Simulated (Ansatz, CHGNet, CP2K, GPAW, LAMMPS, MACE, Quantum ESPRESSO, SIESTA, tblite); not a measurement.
**Glassy 67P2O5-33MgO (mol %) (80 atoms) in Quantum ESPRESSO**

Wanted: Quantum ESPRESSO inputs and outputs for glassy 67P2O5-33MgO (mol %) (80 atoms), checked against a plane-wave reference.

Method: the method is named at each step, in Quantum ESPRESSO 7.5.

## Step 1: Starting point

The cell holds 80 atoms: 20 P, 5 Mg and 55 O. Its edges and angles: a = 10.514 Å, b = 10.514 Å, c = 10.514 Å, α = 90.0°, β = 90.0°, γ = 90.0°. 80 atoms (20 P, 5 Mg, 55 O) placed at random at 2.32 g/cm³, melted at 4000 K for 10 ps at fixed volume with the Morse and Coulomb pair potential with partial charges (Pedone, Malavasi, Menziani, Cormack and Segre, J. Phys. Chem. B 110, 11780 (2006)). Quenched from 4000 K to 300 K at 25 K/ps and fixed volume, held 5 ps.

The yardstick, on the same geometry:

* method: Kohn-Sham DFT, PBE, PAW, plane waves (Ansatz 0.2.0); cutoff 420 eV, Γ point, fermi-dirac smearing of 0.05 eV; PAW set soft_2
* r.m.s. force component: 1.485 eV/Å
* longest force: 6.704 eV/Å
* pressure: 1.683 GPa
* gap (highest filled to lowest empty level): 1.151 eV
* SCF cycles: 11
* time: 14 s on 4 threads of Arm Neoverse V2, shared host
* CPU time: 51 s

## Step 2: PBE, sssp-1.3.0-efficiency, 60/480 Ry

Method: Kohn-Sham DFT, PBE, SSSP efficiency 1.3.0 pseudopotentials, plane waves.

Contents of pw.in:

```
&control
  calculation = 'scf'
  pseudo_dir = './pseudo'
  outdir = './tmp'
  disk_io = 'none'
  tprnfor = .true.
  tstress = .true.
/
&system
  ibrav = 0
  nat = 80
  ntyp = 3
  ecutwfc = 60
  ecutrho = 480
  nosym = .true.
  occupations = 'smearing'
  smearing = 'fd'
  degauss = 0.003675
/
&electrons
  conv_thr = 4.0e-07
  electron_maxstep = 100
  mixing_beta = 0.4
  mixing_mode = 'plain'
  diagonalization = 'david'
/
ATOMIC_SPECIES
P 30.974 P.upf
Mg 24.305 Mg.upf
O 15.999 O.upf
CELL_PARAMETERS angstrom
10.51380 0.00000 0.00000
0.00000 10.51380 0.00000
0.00000 0.00000 10.51380
ATOMIC_POSITIONS crystal
P 0.07919 0.07535 0.56718
P 0.57606 0.45722 0.08684
P 0.52913 0.34933 0.58552
P 0.04384 0.54973 0.69074
P 0.64198 0.29196 0.85402
P 0.52132 0.99295 0.22851
P 0.39870 0.68560 0.05716
P 0.19398 0.36574 0.27574
P 0.92547 0.37613 0.89145
P 0.20089 0.98943 0.81809
P 0.99037 0.85404 0.98102
P 0.59078 0.08698 0.49529
P 0.56360 0.61594 0.46943
P 0.98653 0.34062 0.48698
P 0.85401 0.52924 0.13639
P 0.30234 0.63351 0.32798
P 0.75683 0.80149 0.80217
P 0.82451 0.91935 0.54322
P 0.95186 0.08114 0.16345
P 0.30673 0.53777 0.82552
Mg 0.21529 0.26760 0.97051
Mg 0.75580 0.77181 0.27015
Mg 0.52781 0.98468 0.93662
Mg 0.45909 0.83963 0.68679
Mg 0.23456 0.06770 0.29749
O 0.62540 0.85807 0.81646
O 0.01039 0.68197 0.67281
O 0.27980 0.25534 0.30318
O 0.15745 0.04891 0.45648
O 0.21302 0.72465 0.38892
O 0.58727 0.33666 0.72461
O 0.32062 0.40556 0.88333
O 0.17388 0.37237 0.13339
O 0.86696 0.84054 0.89923
O 0.42463 0.61391 0.40705
O 0.57644 0.06479 0.35275
O 0.94952 0.94175 0.09197
O 0.90953 0.06687 0.29608
O 0.14046 0.03949 0.69394
O 0.34853 0.67354 0.19321
O 0.54669 0.06033 0.10670
O 0.57035 0.73287 0.55631
O 0.65304 0.62804 0.35904
O 0.29930 0.88830 0.78098
O 0.49481 0.01496 0.57992
O 0.83042 0.67078 0.13179
O 0.95336 0.99269 0.56501
O 0.80303 0.85933 0.67601
O 0.43369 0.81593 0.01303
O 0.78913 0.32471 0.85307
O 0.50897 0.58597 0.05925
O 0.02560 0.27814 0.89350
O 0.09339 0.09658 0.16979
O 0.03250 0.21683 0.56629
O 0.38458 0.97100 0.26371
O 0.58054 0.22971 0.52138
[... 20 atom lines left out ...]
O 0.03547 0.45652 0.57126
O 0.60003 0.86822 0.22528
O 0.87668 0.18071 0.09513
O 0.91938 0.49392 0.25760
K_POINTS gamma
```

The run is started by

```console
$ OMP_NUM_THREADS=1 mpirun -np 4 pw.x -in pw.in > output.txt
```

What it wrote:

```text
Program PWSCF
     gamma-point specific algorithms are used
     one sub-group per band group will be used
     scalapack distributed-memory algorithm (size of sub-group:  2*  2 procs)
     Parallelization info
     sticks:   dense  smooth     PW     G-vecs:    dense   smooth      PW
     Min        3766    1880    470               348036   123012   15358
     Max        3769    1881    472               348039   123021   15364
     Sum       15069    7521   1885              1392151   492057   61445
     bravais-lattice index     =            0
     lattice parameter (alat)  =      19.8682  a.u.
     unit-cell volume          =    7842.8830 (a.u.)^3
     number of atoms/cell      =           80
     number of atomic types    =            3
     number of electrons       =       440.00
     number of Kohn-Sham states=          264
     kinetic-energy cutoff     =      60.0000  Ry
     charge density cutoff     =     480.0000  Ry
     scf convergence threshold =      4.0E-07
     mixing beta               =       0.4000
     number of iterations used =            8  plain     mixing
     Exchange-correlation= SLA  PW   PBX  PBC
                           (   1   4   3   4   0   0   0)
     crystal axes: (cart. coord. in units of alat)
               a(1) = (   1.000000   0.000000   0.000000 )
               a(2) = (   0.000000   1.000000   0.000000 )
               a(3) = (   0.000000   0.000000   1.000000 )
     reciprocal axes: (cart. coord. in units 2 pi/alat)
               b(1) = (  1.000000  0.000000  0.000000 )
               b(2) = (  0.000000  1.000000  0.000000 )
               b(3) = (  0.000000  0.000000  1.000000 )
     PseudoPot. # 1 for P :
     Pseudo is Ultrasoft + core correction, Zval =  5.0
     PseudoPot. # 2 for Mg:
     Pseudo is Projector augmented-wave + core cor, Zval =  2.0
     PseudoPot. # 3 for O :
     Pseudo is Projector augmented-wave + core cor, Zval =  6.0
     atomic species   valence    mass     pseudopotential
     P                 5.00    30.97400     P ( 1.00)
     Mg                2.00    24.30500     Mg( 1.00)
     O                 6.00    15.99900     O ( 1.00)
     No symmetry found
   Cartesian axes
     number of k points=     1  Fermi-Dirac smearing, width (Ry)=  0.0037
                       cart. coord. in units 2pi/alat
        k(    1) = (   0.0000000   0.0000000   0.0000000), wk =   2.0000000
     Dense  grid:   696076 G-vectors     FFT dimensions: ( 144, 144, 144)
     Smooth grid:   246029 G-vectors     FFT dimensions: ( 100, 100, 100)
     Initial potential from superposition of free atoms
     starting charge     439.9921, renormalised to     440.0000
     Starting wfcs are  320 randomized atomic wfcs
     Self-consistent Calculation
     iteration #  1     ecut=    60.00 Ry     beta= 0.40
     total energy              =   -2738.98963827 Ry
     estimated scf accuracy    <      21.47995998 Ry
     iteration #  2     ecut=    60.00 Ry     beta= 0.40
     total energy              =   -2744.07140004 Ry
     estimated scf accuracy    <       1.07461561 Ry
     iteration #  3     ecut=    60.00 Ry     beta= 0.40
     total energy              =   -2744.22072070 Ry
     estimated scf accuracy    <       0.35535711 Ry
     iteration #  4     ecut=    60.00 Ry     beta= 0.40
     negative rho (up, down):  2.087E-05 0.000E+00
     total energy              =   -2744.23796323 Ry
     estimated scf accuracy    <       0.07717297 Ry
     iteration #  5     ecut=    60.00 Ry     beta= 0.40
     negative rho (up, down):  4.043E-05 0.000E+00
     total energy              =   -2744.24491061 Ry
     estimated scf accuracy    <       0.01966673 Ry
     iteration #  6     ecut=    60.00 Ry     beta= 0.40
     c_bands:  1 eigenvalues not converged
     negative rho (up, down):  5.982E-05 0.000E+00
     total energy              =   -2744.24437790 Ry
     estimated scf accuracy    <       0.00352625 Ry
     iteration #  7     ecut=    60.00 Ry     beta= 0.40
     negative rho (up, down):  5.466E-05 0.000E+00
     total energy              =   -2744.24675832 Ry
     estimated scf accuracy    <       0.00248014 Ry
     iteration #  8     ecut=    60.00 Ry     beta= 0.40
     negative rho (up, down):  4.215E-05 0.000E+00
     total energy              =   -2744.24691568 Ry
     estimated scf accuracy    <       0.00021833 Ry
     iteration #  9     ecut=    60.00 Ry     beta= 0.40
     negative rho (up, down):  3.890E-05 0.000E+00
     total energy              =   -2744.24703034 Ry
     estimated scf accuracy    <       0.00003064 Ry
     iteration # 10     ecut=    60.00 Ry     beta= 0.40
     negative rho (up, down):  3.625E-05 0.000E+00
     total energy              =   -2744.24702851 Ry
     estimated scf accuracy    <       0.00001101 Ry
     iteration # 11     ecut=    60.00 Ry     beta= 0.40
     negative rho (up, down):  3.335E-05 0.000E+00
     End of self-consistent calculation
          k = 0.0000 0.0000 0.0000 ( 30723 PWs)   bands (ev):
   -22.0060 -21.7415 -21.5344 -21.2988 -21.2233 -21.0324 -20.6417 -20.5057
   -20.3751 -20.2001 -20.1056 -20.0257 -19.7781 -19.6108 -19.5549 -19.4695
   -19.4240 -19.2432 -18.9570 -18.8457 -18.7875 -18.6854 -18.5338 -18.3818
   -17.9546 -17.7440 -17.6287 -17.6010 -17.4627 -17.3454 -17.2213 -17.1589
   -17.0789 -16.8240 -16.7939 -16.6876 -16.6434 -16.5526 -16.2914 -16.2007
   -16.1687 -16.0040 -15.8334 -15.7261 -15.6501 -15.6088 -15.4366 -15.2158
   -15.1988 -15.1416 -14.9191 -14.7379 -14.5557 -13.4922 -12.8488 -12.3171
   -11.9510 -11.7038 -11.3339 -11.0968 -10.9169 -10.4478 -10.1300  -9.9776
    -9.7009  -9.5279  -9.2772  -9.0823  -8.9159  -8.8308  -8.7264  -8.5188
    -8.3833  -8.0112  -7.9340  -7.8390  -7.6768  -7.5889  -7.5244  -6.6859
    -5.4779  -5.3097  -5.0767  -5.0553  -4.9729  -4.8475  -4.6235  -4.6069
    -4.5814  -4.4604  -4.3152  -4.2460  -4.1351  -4.0744  -4.0443  -3.9866
[...]
6.9807   7.2122   7.5359   7.6635   7.7071   7.9080   7.9243   8.0425
     8.1286   8.2585   8.3774   8.5428   8.5945   8.6445   8.7469   8.8928
     8.9694   9.0673   9.1501   9.1609   9.2546   9.2868   9.4210   9.4454
     9.5250   9.6160   9.6960   9.7296   9.7682   9.8255   9.8546   9.9164
     9.9466  10.0252  10.1132  10.1410  10.1957  10.2845  10.3677  10.4222
     the Fermi energy is     4.9399 ev
!    total energy              =   -2744.24703092 Ry
     estimated scf accuracy    <       0.00000035 Ry
     smearing contrib. (-TS)   =      -0.00000180 Ry
     internal energy E=F+TS    =   -2744.24702912 Ry
     The total energy is F=E-TS. E is the sum of the following terms:
     one-electron contribution =   -1448.10845111 Ry
     hartree contribution      =     934.63187536 Ry
     xc contribution           =    -514.06585253 Ry
     ewald contribution        =   -1037.73677310 Ry
     one-center paw contrib.   =    -678.96782774 Ry
     convergence has been achieved in  11 iterations
     negative rho (up, down):  3.335E-05 0.000E+00
     Forces acting on atoms (cartesian axes, Ry/au):
     atom    1 type  1   force =    -0.07964156    0.01276725   -0.09168825
     atom    2 type  1   force =    -0.06403360   -0.03294650    0.10579001
     atom    3 type  1   force =    -0.22633930    0.10180745    0.06519406
     atom    4 type  1   force =     0.01302620    0.00917403   -0.02452642
     atom    5 type  1   force =     0.01170625   -0.05093802    0.03717659
     atom    6 type  1   force =     0.03476124   -0.16523133   -0.02097197
     atom    7 type  1   force =     0.05633598    0.02778672   -0.10768228
     atom    8 type  1   force =     0.02846156   -0.10444234   -0.11143630
     atom    9 type  1   force =     0.01971256    0.00054610    0.07743327
     atom   10 type  1   force =     0.06064578   -0.10168238    0.08902763
     atom   11 type  1   force =    -0.00886378   -0.04946512    0.07159134
     atom   12 type  1   force =    -0.09631563   -0.19694517    0.04664175
[...]
atom   76 type  3   force =    -0.00941878   -0.03757913   -0.00202970
     atom   77 type  3   force =     0.06586339    0.02953806   -0.00474709
     atom   78 type  3   force =     0.00160305    0.01624670    0.02393651
     atom   79 type  3   force =    -0.01087215   -0.00159899   -0.06511735
     atom   80 type  3   force =    -0.01883317   -0.02208492   -0.05033114
     Total force =     0.890992     Total SCF correction =     0.001102
     Computing stress (Cartesian axis) and pressure
     negative rho (up, down):  3.335E-05 0.000E+00
          total   stress  (Ry/bohr**3)                   (kbar)     P=       22.64
   0.00020005   0.00000526   0.00001152           29.43        0.77        1.69
   0.00000526   0.00007555  -0.00005351            0.77       11.11       -7.87
   0.00001152  -0.00005351   0.00018613            1.69       -7.87       27.38
     Message from routine punch:
     Nothing written, as per user request (disk_io='none')
```

Run time: 2 min. Hardware: 4 MPI ranks of Arm Neoverse V2, shared host; peak memory 3.5 GiB.

Banners, paths, timers and routine set-up lines are dropped from the logs unmarked, and long logs keep their key lines alone; longer cuts are marked.

Against the reference:

| Item | Value |
| --- | --- |
| r.m.s. force component | 1.479 eV/Å |
| r.m.s. difference of force components | 103.8 meV/Å |
| longest difference of force vectors | 339.1 meV/Å |
| force difference over r.m.s. force | 6.99 % |
| slope of forces against the reference's | 0.9934 |
| correlation of force components | 0.9976 |
| gap (highest filled to lowest empty level) | 1.154 eV |
| gap difference | 0.0024 eV |
| pressure | 2.264 GPa |
| pressure difference | 0.5807 GPa |

Length of the force difference by element (eV/Å):

| element | atoms | mean | most |
| --- | --- | --- | --- |
| Mg | 5 | 0.021 | 0.043 |
| O | 55 | 0.16 | 0.34 |
| P | 20 | 0.14 | 0.20 |

Levels nearest the highest filled one (eV from it): -2.57, -2.53, -2.42, -2.34, -2.23, -2.15, -2.10, -1.81, -1.77, -1.19, -0.72, 0.00, 1.15, 1.98, 2.29, 2.37, 2.62, 2.85, 3.17, 3.30, 3.34, 3.54, 3.56, 3.68.

The surroundings of P3, which bears the longest force, nearest first, numbered as they follow in the input and with coordinates relative to it.

| atom | x | y | z | distance (Å) | bonds | Fx | Fy | Fz (eV/Å) |
| --- | --- | --- | --- | --- | --- | --- | --- | --- |
| P3 | 0.00 | 0.00 | 0.00 | 0.00 | 4 | -5.82 | 2.62 | 1.68 |
| O64 | -1.50 | -0.04 | 0.05 | 1.50 | 1 | 1.67 | -0.26 | -0.20 |
| O56 | 0.54 | -1.26 | -0.67 | 1.53 | 2 | 2.77 | -0.32 | -1.69 |
| O74 | 0.49 | 1.36 | -0.61 | 1.57 | 2 | 1.31 | -1.84 | 0.96 |
| O31 | 0.61 | -0.13 | 1.46 | 1.59 | 2 | 0.90 | 0.96 | -0.06 |
| P12 | 0.65 | -2.76 | -0.95 | 2.99 | 4 | -2.48 | -5.06 | 1.20 |
| P13 | 0.36 | 2.80 | -1.22 | 3.08 | 4 | 0.88 | 3.58 | -1.77 |
| P5 | 1.19 | -0.60 | 2.82 | 3.12 | 4 | 0.30 | -1.31 | 0.96 |
| O65 | -1.22 | 2.44 | 1.65 | 3.19 | 1 | -0.09 | 0.83 | -0.79 |

Forces lie 7.0 % from the reference's, at 9.2 times its CPU time.

## Step 3: PBE, sssp-1.3.0-efficiency, 30/240 Ry

Method: Kohn-Sham DFT, PBE, SSSP efficiency 1.3.0 pseudopotentials, plane waves.

Edit pw.in of step 2 so:

```diff
@@ -12,4 +12,4 @@
   ntyp = 3
-  ecutwfc = 60
-  ecutrho = 480
+  ecutwfc = 30
+  ecutrho = 240
   nosym = .true.
```

The run is started by

```console
$ OMP_NUM_THREADS=1 mpirun -np 2 pw.x -in pw.in > output.txt
```

What it wrote:

```text
[banner, memory and clock lines left out]
Program PWSCF
     gamma-point specific algorithms are used
     bravais-lattice index     =            0
     lattice parameter (alat)  =      19.8682  a.u.
     unit-cell volume          =    7842.8830 (a.u.)^3
[... lines left out ...]
     number of k points=     1  Fermi-Dirac smearing, width (Ry)=  0.0037
[... lines left out ...]
     total energy              =   -2736.50645596 Ry
[... lines left out ...]
     total energy              =   -2740.66748560 Ry
[... lines left out ...]
     total energy              =   -2740.73976885 Ry
[... lines left out ...]
     total energy              =   -2740.76157031 Ry
[... lines left out ...]
     total energy              =   -2740.76157198 Ry
[... lines left out ...]
     the Fermi energy is     4.9189 ev
!    total energy              =   -2740.76157256 Ry
[... lines left out ...]
     The total energy is F=E-TS. E is the sum of the following terms:
     one-electron contribution =   -1441.60337021 Ry
     hartree contribution      =     931.41982653 Ry
     xc contribution           =    -513.45160248 Ry
     ewald contribution        =   -1037.73677612 Ry
     one-center paw contrib.   =    -679.38964696 Ry
     convergence has been achieved in  11 iterations
     negative rho (up, down):  4.982E-05 0.000E+00
     Forces acting on atoms (cartesian axes, Ry/au):
     atom    1 type  1   force =    -0.08101871    0.01330160   -0.08992726
     atom    2 type  1   force =    -0.06281754   -0.03170621    0.10362245
     atom    3 type  1   force =    -0.22470032    0.10165298    0.06564989
[...]
atom   79 type  3   force =    -0.01431375    0.00185707   -0.06738617
     atom   80 type  3   force =    -0.01699582   -0.02153349   -0.04584364
     Total force =     0.886011     Total SCF correction =     0.000996
     Computing stress (Cartesian axis) and pressure
     negative rho (up, down):  4.982E-05 0.000E+00
          total   stress  (Ry/bohr**3)                   (kbar)     P=     -313.87
  -0.00209359  -0.00000059   0.00000509         -307.98       -0.09        0.75
  -0.00000059  -0.00220807  -0.00004712           -0.09     -324.82       -6.93
   0.00000509  -0.00004712  -0.00209937            0.75       -6.93     -308.83
     Message from routine punch:
     Nothing written, as per user request (disk_io='none')
```

It took 91 s on 2 MPI ranks; peak memory 1.2 GiB.

Against the reference:

| Item | Value |
| --- | --- |
| r.m.s. force component | 1.47 eV/Å |
| r.m.s. difference of force components | 149.3 meV/Å |
| longest difference of force vectors | 557.1 meV/Å |
| force difference over r.m.s. force | 10.05 % |
| slope of forces against the reference's | 0.9853 |
| correlation of force components | 0.9949 |
| gap (highest filled to lowest empty level) | 1.087 eV |
| gap difference | -0.064 eV |
| pressure | -31.39 GPa |
| pressure difference | -33.07 GPa |
| energy less the same-level run's | 592.8 meV/atom |
| r.m.s. force difference from the same-level run | 53.12 meV/Å |

This is a coarse setting, run to see what it loses.

Against the first run (7.0 %), the force difference from the reference is 10 %, at 0.39 times the CPU time (on 2 against 4 cores): the cutoff matters here.

## Step 4: All runs compared

Differences are against the plane-wave reference, forces as r.m.s. over components; share is that over the reference's r.m.s. force, slope the least-squares factor from reference forces to these. Total energies of different programs have different zeros and aren't compared.

```csv
run,"Δ force, r.m.s. (meV/Å)",share (%),slope,Δ pressure (GPa),Δ gap (eV),cores,CPU time,memory (GiB)
reference,-,-,-,-,-,4,51 s,1.3
"QE PBE, sssp-1.3.0-efficiency, 60/480 Ry",104,6.99,0.993,0.581,0.0024,4,7.8 min,3.5
"QE PBE, sssp-1.3.0-efficiency, 30/240 Ry (coarse)",149,10.1,0.985,-33.1,-0.064,2,3 min,1.2
```

Rows marked coarse were listed beforehand as settings not expected to be converged; some can still land near the reference.

CPU time is summed over cores on a shared host, where runs went side by side, so it is rough. Symmetry, cutoffs, thresholds, outputs and thread counts weren't matched or tuned between programs; memory under MPI is the largest rank's times the ranks.

Within one program, basis, potentials and functional, energies share a zero. Each run against its twin at the usual cutoff or grid and solver:

```
                                     run                              twin  Δ energy (meV/atom)  Δ force, r.m.s. (meV/Å)         CPU time over the twin's
QE PBE, sssp-1.3.0-efficiency, 30/240 Ry  sssp-1.3.0-efficiency, 60/480 Ry                  593                     53.1  0.39 (this twin ran on 4 cores)
```

## Step 5: Outcome

```json
{
  "nearest in forces": "QE PBE, sssp-1.3.0-efficiency, 60/480 Ry, 7.0 %",
  "its CPU time": "7.8 min"
}
```

In words: PBE on plane waves or a grid with other potentials, cutoffs or grids, coarse settings apart, differs from the reference by 7.0 % (QE PBE, sssp-1.3.0-efficiency, 60/480 Ry) of the r.m.s. force; potentials, valence shells or grid differ, and the table alone doesn't part them (QE's 60 Ry are 816 eV, against the reference's 420 eV). Runs with settings chosen to be coarse differ by 10 % (QE PBE, sssp-1.3.0-efficiency, 30/240 Ry), their programs' other errors included. None of the electronic-structure runs in the table takes under half the reference's CPU time of 51 s; they take 3.6 to 9.2 times as much. At the same functional, gaps differ from the reference's 1.15 eV by between -0.06 and +0.00 eV. In pressure, QE PBE, sssp-1.3.0-efficiency, 30/240 Ry misses by -33.1 GPa, at the same functional; a cutoff this low leaves a large Pulay stress. The potentials hold different valence shells: 480 electrons in the reference, 440 in Quantum ESPRESSO with SSSP; this bears on time and differences. In our tests on small cells the SSSP efficiency potentials stood apart from two norm-conserving sets, for C–F bonds most and for P–O bonds less, so differences between them and other runs here needn't be the other run's error. The quench rate of 25 K/ps is many orders above laboratory rates, so the cell is likely richer in defects and strain than a real sample. The network of bonds at the start is that of the classical potential that made the cell, and needn't be the one that DFT or experiment would give. The electronic-structure runs sample only Γ, in a cell whose shortest periodic width is 11 Å.

[Also dropped from logs without a mark: logging warnings of Python, and SIESTA's first energy breakdown and zero terms.]

[Logs are printed without paths, hosts, clocks, repeated set-up lines and the standing remarks that a program may print on its own settings, such as how far it seeks lower states.]

[Hosts, paths, dates, database ids (printed as entryN), source tags and the programs' standing remarks are cut or masked in the printed files.]
